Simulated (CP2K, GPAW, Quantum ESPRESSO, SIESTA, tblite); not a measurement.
## Finding the fault: SIESTA, amorphous carbon (160 atoms)

Program: SIESTA 5.4.2, a calculation on a cell of 160 C, 6.10 Å³ an atom.

Input file input.fdf:

```
SystemLabel cell
NumberOfAtoms 160
NumberOfSpecies 1
%block ChemicalSpeciesLabel
  1 6 C
%endblock ChemicalSpeciesLabel
LatticeConstant 1.0 Ang
%block LatticeVectors
  9.92200 0.00000 0.00000
  0.00000 9.92200 0.00000
  0.00000 0.00000 9.92200
%endblock LatticeVectors
PAO.BasisSize DZP
PAO.EnergyShift 0.01 Ry
XC.Functional GGA
XC.Authors PBE
MeshCutoff 20 Ry
%block kgrid_Monkhorst_Pack
  1 0 0 0.0
  0 1 0 0.0
  0 0 1 0.0
%endblock kgrid_Monkhorst_Pack
SolutionMethod diagon
OccupationFunction FD
ElectronicTemperature 580 K
SCF.Mixer.Method Pulay
SCF.Mixer.Weight 0.05
SCF.Mixer.History 8
SCF.Mix Hamiltonian
MaxSCFIterations 60
SCF.DM.Tolerance 1e-04
SCF.H.Tolerance 1.0e-3 eV
WriteForces T
Write.HirshfeldPop T
Write.VoronoiPop T
Write.DM F
Write.H F
XML.Write F
AtomicCoordinatesFormat Fractional
%block AtomicCoordinatesAndAtomicSpecies
  0.70898 0.25724 0.82340 1
  0.81759 0.02977 0.67082 1
  0.51998 0.88749 0.13727 1
  0.42169 0.91638 0.72285 1
  0.15680 0.05738 0.72706 1
  0.78128 0.56037 0.47899 1
  0.42222 0.53393 0.69519 1
  0.26096 0.44944 0.84200 1
  0.29541 0.27867 0.69106 1
  0.13188 0.81175 0.02518 1
[... 146 atom lines left out ...]
  0.28672 0.29994 0.06292 1
  0.46725 0.16579 0.05583 1
  0.06362 0.24722 0.94582 1
  0.97954 0.83940 0.67389 1
%endblock AtomicCoordinatesAndAtomicSpecies
```

Run with:

```sh
OMP_NUM_THREADS=1 mpirun -np 4 siesta < input.fdf > output.txt
```

The log of the run:

```text
Version         : 5.4.2
reinit: System Name:
reinit: System Label: cell
initatom: Reading input for the pseudopotentials and atomic orbitals ----------
Species number:   1 Atomic number:    6 Label: C
Ground state valence configuration (from tables):   2s02  2p02  3d00  4f00
---- Processing specs for species: C
GGA--PBE XC_GGA_X_PBE--XC_GGA_C_PBE pb
C pseudopotential only contains V_ls up to l=1 -- lmxkb reset.
Using PAO.SplitTailNorm
%block ChemicalSpeciesLabel
    1    6 C                       # Species index, atomic number, species label
%endblock ChemicalSpeciesLabel
%block PAO.Basis                 # Define Basis set
C                     2                    # Species label, number of l-shells
 n=2   0   2                         # n, l, Nzeta
   4.484      3.048
   1.000      1.000
 n=2   1   2 P   1                   # n, l, Nzeta, Polarization, NzetaPol
   5.436      3.692
   1.000      1.000
%endblock PAO.Basis
coor:   Atomic-coordinates input format  =     Fractional
siesta: System type = bulk
initatomlists: Number of atoms, orbitals, and projectors:    160  2080  1280
[... lines left out ...]
Total number of electrons:   640.000000
[... lines left out ...]
stepf: Fermi-Dirac step function
        iscf     Eharris(eV)        E_KS(eV)     FreeEng(eV)     dDmax    Ef(eV) dHmax(eV)
[... lines left out ...]
SCF Convergence by DM+H criterion
[... lines left out ...]
SCF cycle converged after 23 iterations
[... lines left out ...]
siesta: E_KS(eV) =           -26060.4783
siesta: E_KS - E_eggbox =    -26060.4783
siesta: Atomic forces (eV/Ang):
     1    2.254310   -2.006270   -4.826685
     2   -1.564922    1.141759    1.178013
     3   -3.525074   -1.580108   -1.410802
[...]
159   -0.327844    0.573936    5.388553
   160    0.320567   -2.241330    3.143500
----------------------------------------
   Tot  -48.570010   -7.481145  -56.503829
----------------------------------------
   Max   15.252233
   Res    4.028710    sqrt( Sum f_i^2 / 3N )
----------------------------------------
   Max   15.252233    constrained
Stress tensor Voigt[x,y,z,yz,xz,xy] (kbar):    -1200.64    -1177.63    -1153.91      -89.80      -30.40      -52.26
(Free)E + p*V (eV/cell)   -25343.0225
Target enthalpy (eV/cell)   -26060.8306
siesta: Program's energy decomposition (eV):
siesta: Ebs     =     -9267.261817
siesta: Eions   =     45145.874890
siesta: Ena     =     11726.964063
siesta: Ekin    =     18841.429536
siesta: Enl     =     -1035.141120
siesta: DEna    =      -954.108324
siesta: DUscf   =        67.356878
siesta: Ex      =     -8697.918854
siesta: Ec      =      -863.185546
siesta: Exc     =     -9561.104400
siesta: Eharris =    -26060.478252
siesta: Etot    =    -26060.478256
siesta: FreeEng =    -26060.830572
siesta: Final energy (eV):
siesta:  Band Struct. =   -9267.261817
siesta:       Kinetic =   18841.429536
siesta:       Hartree =    3739.087896
siesta:         Exch. =   -8697.918854
siesta:         Corr. =    -863.185546
siesta:   Exch.-corr. =   -9561.104400
siesta:  Ion-electron =  -25091.674435
siesta:       Ion-ion =  -13988.216854
siesta:         Total =  -26060.478256
siesta:         Fermi =      -4.817269
siesta: Stress tensor (static) (eV/Ang**3):
siesta:    -0.749379   -0.032619   -0.018976
siesta:    -0.032618   -0.735020   -0.056049
siesta:    -0.018975   -0.056050   -0.720212
siesta: Cell volume =        976.782045 Ang**3
siesta: Pressure (static):
siesta:                Solid            Molecule  Units
siesta:           0.00800375          0.00910000  Ry/Bohr**3
siesta:           0.73487022          0.83552349  eV/Ang**3
siesta:        1177.39190163       1338.65621174  kBar
    Orbital volume contribution        =          60.752364 eV
    (Free)E + p_basis*V_orbitals       =      -26000.078208 eV
    (Free)Eharris+ p_basis*V_orbitals  =      -26000.078204 eV
Hirshfeld Atomic Populations:
Atom #   charge [q] valence [e]  Species
     1    -0.009735    4.009735  C
     2     0.009886    3.990114  C
     3    -0.017689    4.017689  C
[...]
--------------------
 Total    -0.783004
Voronoi Atomic Populations:
Atom #   charge [q] valence [e]  Species
[...]
159    -0.039154    4.039154  C
   160     0.006752    3.993248  C
--------------------
 Total    -0.776205
```

Wall time 76 s (4 MPI ranks of Arm Neoverse V1, shared host); peak memory 1.6 GiB.

Banners, paths, timers and routine set-up lines are dropped from the logs unmarked, and long logs keep their key lines alone; longer cuts are marked.

Against a plane-wave PBE reference and this program's sound run:

- r.m.s. difference of force components: 3479 meV/Å
- longest difference of force vectors: 11210 meV/Å
- force difference over r.m.s. force: 182.5 %
- slope of forces against the reference's: 1.068
- energy less the same-level run's: -396.9 meV/atom
- r.m.s. force difference from the same-level run: 3478 meV/Å

Q: Name the fault.

A mesh cutoff far too low: mesh cutoff 20 Ry. The sound run has mesh cutoff 300 Ry.

The run converged all the same, so the exit status doesn't show the fault.

[Also dropped from logs without a mark: logging warnings of Python, and SIESTA's first energy breakdown and zero terms.]

[Logs are printed without paths, hosts, clocks, repeated set-up lines and the standing remarks that a program may print on its own settings, such as how far it seeks lower states.]

[Hosts, paths, dates, database ids (printed as entryN), source tags and the programs' standing remarks are cut or masked in the printed files.]
